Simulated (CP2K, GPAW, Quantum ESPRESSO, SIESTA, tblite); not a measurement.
# tblite runs on twisted graphene bilayer, 32.20° (156 atoms)

Aim: run twisted graphene bilayer, 32.20° (156 atoms) in tblite and see how near its forces come to a plane-wave reference, and at what cost.

Calculated with tblite 0.8.0; the method is named at each step.

## 1. The starting structure

The cell holds 156 atoms: 156 C. Its edges and angles: a = 15.363 Å, b = 15.363 Å, c = 15.530 Å, α = 90.0°, β = 90.0°, γ = 120.0°. It derives from C (graphene). Graphene (a = 2.46 Å) under graphene (a = 2.46 Å), bilayer, commensurate cell of 39 unit cells a layer, twist 32.20 deg; facing planes 3.53 Å apart as built; 12 Å of vacuum; minimised with a classical potential. Then every atom was moved at random, 0.03 Å r.m.s. a Cartesian component. Regions: layer 1, 78 atoms (78 C); layer 2, 78 atoms (78 C). Vacuum lies along c.

The yardstick, on the same geometry:

| Property | Result |
| --- | --- |
| method | Kohn-Sham DFT, PBE, SSSP efficiency 1.3.0 pseudopotentials, plane waves (Quantum ESPRESSO 7.5); sssp-pbe-1.3.0-efficiency, cutoffs 45/360 Ry, Γ point |
| r.m.s. force component | 1.695 eV/Å |
| longest force | 6.809 eV/Å |
| time | 11 min on 4 MPI ranks of Arm Neoverse V1, shared host |
| CPU time | 45 min |

## 2. GFN1-xTB

Method: GFN1-xTB tight binding, diagonalisation.

The input, run.py:

```python
import numpy as np
from ase.io import read
from tblite.ase import TBLite

atoms = read("structure.xyz")
atoms.calc = TBLite(method="GFN1-xTB", electronic_temperature=580, accuracy=1.0, max_iterations=250, mixer_damping=0.1, verbosity=1)
energy = atoms.get_potential_energy()
forces = atoms.get_forces()
print(f"energy {energy:.6f} eV")
print("forces (eV/A)")
for i, (a, f) in enumerate(zip(atoms, forces)):
    print(f"{i:4d} {a.symbol:2s} {f[0]:10.5f} {f[1]:10.5f} {f[2]:10.5f}")
print("charges (e)")
print(np.array2string(atoms.get_charges(), precision=4, suppress_small=True, max_line_width=110, threshold=100000))
```

The input, structure.xyz:

```xyz
156
Lattice="15.36270 0.00000 0.00000 -7.68135 13.30449 0.00000 0.00000 0.00000 15.53000" Properties=species:S:1:pos:R:3 pbc="T T T"
C -3.74266 9.27882 6.06633
C -2.76275 8.17548 6.05142
C -4.36132 11.67230 6.06198
C -3.35736 10.61166 6.08465
C 2.75461 0.66243 6.01803
C -3.97418 12.93649 6.04148
C 0.41203 1.38207 6.04474
C 1.37619 0.31239 6.06415
C -0.23029 3.79205 6.02580
C 0.70930 2.71970 6.06648
C -0.82044 6.16011 6.02517
C 0.19273 5.08937 6.05375
C -1.42136 8.51487 6.05608
C -0.39889 7.46608 6.03449
C -1.95944 10.92259 6.08139
C -0.99082 9.93672 6.04754
C -2.54053 13.29943 6.05499
C -1.58973 12.33353 6.06866
C 2.13880 3.09436 6.08496
C 3.16994 2.04676 6.07176
C 1.51515 5.44300 6.03775
C 2.57141 4.47803 6.01104
C 0.99028 7.82331 6.08015
C 1.98663 6.82959 6.08854
C 0.43115 10.23953 6.04956
C 1.36475 9.20657 6.09723
C -0.18067 12.62516 6.10484
C 0.81169 11.61070 6.10112
C 4.47769 2.42607 6.07285
C 5.49977 1.35453 6.07627
C 3.91841 4.79999 6.09987
C 4.89909 3.72379 6.03558
C 3.37841 7.22620 6.02595
C 4.27774 6.10623 5.99582
C 2.71129 9.55781 6.07549
C 3.81609 8.50609 6.09211
C 2.20101 11.97377 6.02719
C 3.18423 10.89904 6.07782
C 9.22146 1.01593 6.08962
C 2.62956 13.27881 6.00871
C 6.87220 1.71335 6.06757
C 7.89266 0.67973 6.11898
C 6.25961 4.12772 6.10888
C 7.26302 3.05444 5.96694
C 5.70494 6.42820 6.00933
C 6.74369 5.49542 6.05623
C 5.10003 8.87396 6.07052
C 6.09853 7.76929 6.07332
C 4.46502 11.25347 6.02083
C 5.48072 10.25603 6.08993
C 11.60222 0.36853 6.10438
C 4.90047 12.63195 6.04987
C 8.69137 3.42817 6.04754
C 9.67804 2.42062 6.05887
C 8.14269 5.78905 6.07254
C 9.07344 4.78363 6.05359
[... 96 atom lines left out ...]
C -5.12569 8.88008 9.46460
C -5.52581 10.27479 9.49737
C 8.41553 10.55631 9.39317
C 8.06465 11.88330 9.50374
```

Started as:

```console
$ OMP_NUM_THREADS=1 python run.py > output.txt
```

Output:

```text
------------------------------------------------------------
  cycle        total energy    energy error   density error
------------------------------------------------------------
      1     -331.2549263478  -3.3708284E+02   9.2277309E-01
      2     -331.2574704246  -2.5440768E-03   8.3039027E-01
      3     -331.2450198680   1.2450557E-02   1.6474194E-02
      4     -331.2457746689  -7.5480085E-04   1.0839704E-02
      5     -331.2560654333  -1.0290764E-02   5.0972300E-03
      6     -331.2594287732  -3.3633399E-03   1.4451023E-03
      7     -331.2595118465  -8.3073304E-05   4.4864714E-04
      8     -331.2595232934  -1.1446876E-05   1.2656641E-04
      9     -331.2595238121  -5.1870148E-07   5.8557183E-05
     10     -331.2595239617  -1.4961017E-07   1.7368470E-05
------------------------------------------------------------
 total:                                   3.372 sec
energy -9014.030781 eV
forces (eV/A)
   0 C    -1.34573   -2.41474   -0.27492
   1 C    -0.63890    1.83686    0.12310
   2 C     1.16264   -4.30086   -0.04931
   3 C     0.33143    0.06790   -0.11892
   4 C    -0.67870    1.49204    0.52453
   5 C     2.79646    3.54198   -0.04656
   6 C    -2.32607   -2.15627    0.53298
   7 C     0.61344    0.82975   -0.23784
   8 C    -0.57078   -2.62635    0.26021
   9 C     3.42373    1.59782   -0.18828
  10 C     0.84669   -1.89971    0.26433
  11 C    -1.89866    2.31066   -0.30040
  12 C     2.40316    1.54126   -0.19757
  13 C    -0.17964    2.09262    0.24276
  14 C    -1.02621    2.04694   -0.13791
  15 C     0.97304   -2.71154    0.20387
  16 C    -2.83541    1.75257    0.15163
  17 C     2.47453   -3.30956    0.23492
  18 C     0.15635   -0.28178   -0.49217
  19 C    -3.77447   -0.10245   -0.16973
  20 C     3.52586    2.05154    0.11723
  21 C    -2.60183   -2.66217    0.83606
  22 C    -0.68005    0.74745    0.01245
  23 C    -0.56946   -0.51995   -0.49189
[...]
148 C    -2.12068   -0.70424    0.24432
 149 C     3.06523   -1.21101   -0.26157
 150 C     0.58402    0.19624   -0.07227
 151 C     1.95982   -1.29422   -0.02957
 152 C     0.30008    0.16448    0.33169
 153 C    -0.78518   -2.23851   -0.67128
 154 C     2.54476    0.33736    1.07228
 155 C    -0.02567    2.81692   -0.81573
charges (e)
[-0.0045  0.0024  0.0089 -0.0031 -0.0028  0.0027  0.0011 -0.0047  0.0047  0.0015 -0.0018  0.0048 -0.0053
 -0.0001  0.0005 -0.0043  0.0023  0.0005 -0.0154 -0.0001  0.0017 -0.0001 -0.0007 -0.007   0.0028  0.0067
 -0.0002 -0.001   0.0086 -0.0058  0.004   0.0036  0.0045  0.0001 -0.0103  0.0063 -0.0029  0.0034 -0.0114
  0.0027  0.0022  0.0044 -0.0077 -0.0088  0.0007  0.0001  0.0001 -0.0077  0.0078 -0.006   0.0106 -0.0057
 -0.0033  0.0029  0.0073  0.01    0.0046 -0.0036 -0.0053  0.0053 -0.002   0.0005  0.0009  0.0001 -0.0014
 -0.0036  0.0021 -0.0019 -0.0074 -0.0103  0.0109  0.0081  0.0024 -0.0078 -0.0035  0.0025  0.0072  0.0037
 -0.0002  0.0094  0.0012 -0.0084  0.0003  0.0064  0.0015 -0.0058 -0.0015  0.0057 -0.0026 -0.0078 -0.0029
 -0.0029  0.0029  0.0087  0.0037 -0.0025  0.0083  0.002   0.0014  0.0044 -0.0052 -0.0031  0.0028  0.008
 -0.0125 -0.0007 -0.0073  0.0034 -0.0009  0.0003  0.0064 -0.002  -0.0032 -0.006  -0.0028 -0.0009  0.0109
  0.0043  0.0086 -0.0152 -0.0075 -0.0004  0.0028 -0.0021  0.0084  0.0009 -0.0077 -0.001  -0.0006  0.0044
  0.0081  0.     -0.001  -0.0073 -0.0035  0.0068 -0.0014 -0.0044 -0.002   0.0014 -0.0026  0.0065 -0.0049
  0.0005  0.0056 -0.0028  0.0019  0.0038 -0.0087 -0.0002 -0.0002  0.0077 -0.0064 -0.0016  0.0001  0.0001]
```

It took 4.2 s on 1 thread of Arm Neoverse V1, shared host; peak memory 0.14 GiB.

Banners, paths, timers and routine set-up lines are dropped from the logs unmarked, and long logs keep their key lines alone; longer cuts are marked.

Numbers from this run, and their distance from the reference:

```
r.m.s. force component                  : 1.633 eV/Å
r.m.s. difference of force components   : 123.2 meV/Å
longest difference of force vectors     : 460.2 meV/Å
force difference over r.m.s. force      : 7.266 %
slope of forces against the reference's : 0.9611
correlation of force components         : 0.998
```

The surroundings of C100, picked at random, nearest first, numbered as they follow in the input and with coordinates relative to it.

| atom | x | y | z | distance (Å) | bonds | Mulliken charge (e) | Fx | Fy | Fz (eV/Å) |
| --- | --- | --- | --- | --- | --- | --- | --- | --- | --- |
| C100 | 0.00 | 0.00 | 0.00 | 0.00 | 3 | 0.00 | -4.46 | 0.03 | -0.36 |
| C99 | 0.29 | -1.35 | -0.01 | 1.38 | 3 | 0.00 | 1.12 | -2.25 | 0.29 |
| C97 | 0.91 | 1.05 | -0.06 | 1.39 | 3 | 0.01 | 2.28 | -2.73 | 0.43 |
| C107 | -1.46 | 0.30 | -0.02 | 1.49 | 3 | -0.01 | 0.94 | 0.31 | 0.19 |
| C90 | 2.29 | 0.65 | 0.00 | 2.38 | 3 | -0.01 | 0.24 | 0.06 | -0.08 |
| C98 | 0.53 | 2.33 | -0.07 | 2.39 | 3 | 0.00 | -1.81 | 3.70 | 0.68 |
| C92 | 1.66 | -1.79 | 0.02 | 2.44 | 3 | 0.00 | 0.75 | 1.41 | -0.64 |
| C144 | -0.74 | -2.37 | 0.03 | 2.48 | 3 | 0.00 | 2.88 | -1.47 | -0.30 |
| C108 | -1.90 | 1.64 | 0.04 | 2.51 | 3 | 0.00 | 3.50 | 0.80 | -0.64 |
| C110 | -2.47 | -0.71 | -0.05 | 2.57 | 3 | 0.00 | 2.28 | -1.82 | 0.68 |

Atoms are counted from 1 here, from 0 in the log.

Forces lie 7.3 % from the reference's, at 0.0015 times its CPU time (on 1 against 4 cores).

## 3. GFN2-xTB

Method: GFN2-xTB tight binding, diagonalisation.

run.py: that of step 2 with these lines changed.

```diff
@@ -5,3 +5,3 @@
 atoms = read("structure.xyz")
-atoms.calc = TBLite(method="GFN1-xTB", electronic_temperature=580, accuracy=1.0, max_iterations=250, mixer_damping=0.1, verbosity=1)
+atoms.calc = TBLite(method="GFN2-xTB", electronic_temperature=580, accuracy=1.0, max_iterations=250, mixer_damping=0.1, verbosity=1)
 energy = atoms.get_potential_energy()
```

structure.xyz is that of step 2.

Output:

```text
------------------------------------------------------------
  cycle        total energy    energy error   density error
------------------------------------------------------------
      1     -335.9328181831  -3.4263795E+02   1.4925196E-01
      2     -335.9372735914  -4.4554082E-03   1.3421274E-01
      3     -335.9138061408   2.3467451E-02   1.0829721E-02
      4     -335.9043469276   9.4592133E-03   8.0064763E-03
      5     -335.9398461859  -3.5499258E-02   2.0465738E-03
      6     -335.9402522112  -4.0602529E-04   1.3561104E-03
[...]
10     -335.9402698312  -1.1370096E-06   3.7254101E-05
     11     -335.9402699538  -1.2263814E-07   2.3455577E-05
     12     -335.9402699624  -8.5596525E-09   1.6853829E-05
------------------------------------------------------------
 total:                                   7.904 sec
energy -9141.400367 eV
forces (eV/A)
   0 C    -1.32110   -2.42229   -0.25718
   1 C    -0.66600    1.82104    0.14857
   2 C     1.14660   -4.29642   -0.02821
   3 C     0.32464    0.09422   -0.10797
   4 C    -0.65853    1.48786    0.57153
   5 C     2.77925    3.50998   -0.01795
[...]
153 C    -0.78391   -2.22301   -0.71126
 154 C     2.51431    0.31192    1.08935
 155 C    -0.01946    2.80896   -0.86460
charges (e)
[-0.0061  0.0024  0.009  -0.0026 -0.0035  0.0038  0.001  -0.0047  0.0051  0.0012 -0.0026  0.0062 -0.0061
 -0.     -0.0001 -0.004   0.003   0.001  -0.0168  0.0001  0.0012 -0.0019 -0.0008 -0.0061  0.0028  0.0081
 -0.001  -0.0004  0.0095 -0.0052  0.0056  0.0035  0.0044 -0.0006 -0.0109  0.0066 -0.0038  0.004  -0.0118
  0.0024  0.0013  0.004  -0.0071 -0.0098  0.0005 -0.0003  0.0004 -0.0081  0.0069 -0.0063  0.0121 -0.0063
 -0.004   0.002   0.0083  0.0106  0.0055 -0.0039 -0.0057  0.0055 -0.0019  0.0011  0.0014  0.0001 -0.0025
 -0.0046  0.0015 -0.0007 -0.007  -0.0116  0.0118  0.0088  0.0026 -0.0072 -0.0028  0.003   0.0074  0.0043
 -0.0014  0.011   0.0014 -0.0097 -0.0009  0.0069  0.0022 -0.0067 -0.0024  0.0065 -0.0028 -0.0092 -0.0016
 -0.0032  0.003   0.0084  0.0044 -0.0025  0.0096  0.0033  0.0022  0.0031 -0.0048 -0.0033  0.0039  0.0075
 -0.0122 -0.0008 -0.0074  0.0015 -0.0005  0.0002  0.0068 -0.0011 -0.0042 -0.0058 -0.0034 -0.0001  0.0115
  0.0046  0.0093 -0.0166 -0.0069 -0.0005  0.003  -0.0023  0.0089  0.0013 -0.0075 -0.0014 -0.0018  0.0041
  0.0093  0.0003 -0.0015 -0.0065 -0.0043  0.0063 -0.0012 -0.0049 -0.0017  0.0018 -0.003   0.0074 -0.0036
  0.0005  0.005  -0.0025  0.0026  0.0038 -0.0093  0.     -0.0004  0.0074 -0.0073 -0.0031  0.0024 -0.0018]
```

Wall time 8.7 s (1 thread); peak memory 0.16 GiB.

Against the reference:

```yaml
r_m_s_force_component: 1.617 eV/Å
r_m_s_difference_of_force_components: 133.6 meV/Å
longest_difference_of_force_vectors: 484.2 meV/Å
force_difference_over_r_m_s_force: 7.878 %
slope_of_forces_against_the_reference_s: 0.9519
correlation_of_force_components: 0.9979
```

Against the first run (7.3 %), the force difference from the reference is 7.9 %, at 2.1 times the CPU time.

## 4. Side by side

Differences are against the plane-wave reference, forces as r.m.s. over components; share is that over the reference's r.m.s. force, slope the least-squares factor from reference forces to these. Total energies of different programs have different zeros and aren't compared.

| run | Δ force, r.m.s. (meV/Å) | share (%) | slope | cores | CPU time | memory (GiB) |
| --- | --- | --- | --- | --- | --- | --- |
| reference | - | - | - | 4 | 45 min | 11 |
| tblite GFN1-xTB | 123 | 7.27 | 0.961 | 1 | 4 s | 0.14 |
| tblite GFN2-xTB | 134 | 7.88 | 0.952 | 1 | 8.6 s | 0.16 |

CPU time is summed over cores on a shared host, where runs went side by side, so it is rough. Symmetry, cutoffs, thresholds, outputs and thread counts weren't matched or tuned between programs; memory under MPI is the largest rank's times the ranks.

## 5. Summary of results

```
nearest in forces : tblite GFN1-xTB, 7.3 %
its CPU time      : 4 s
```

**Reading.** Tight binding differs by 7.3 % (tblite GFN1-xTB) to 7.9 % (tblite GFN2-xTB); it is another model, with fitted parameters of its own, and the xTB methods hold dispersion. Of the electronic-structure runs that take under half the reference's CPU time, tblite GFN1-xTB comes nearest, at 7.3 % in 4 s against 45 min. Periodic xTB results under one method name differ between programs and library versions. The reference's PBE has no dispersion term, which matters for the binding between molecules or layers. The electronic-structure runs sample only Γ, in a cell whose shortest periodic width is 13 Å, which is coarse for a cell with partly filled levels.

[Also dropped from logs without a mark: logging warnings of Python, and SIESTA's first energy breakdown and zero terms.]

[Logs are printed without paths, hosts, clocks, repeated set-up lines and the standing remarks that a program may print on its own settings, such as how far it seeks lower states.]

[Hosts, paths, dates, database ids (printed as entryN), source tags and the programs' standing remarks are cut or masked in the printed files.]
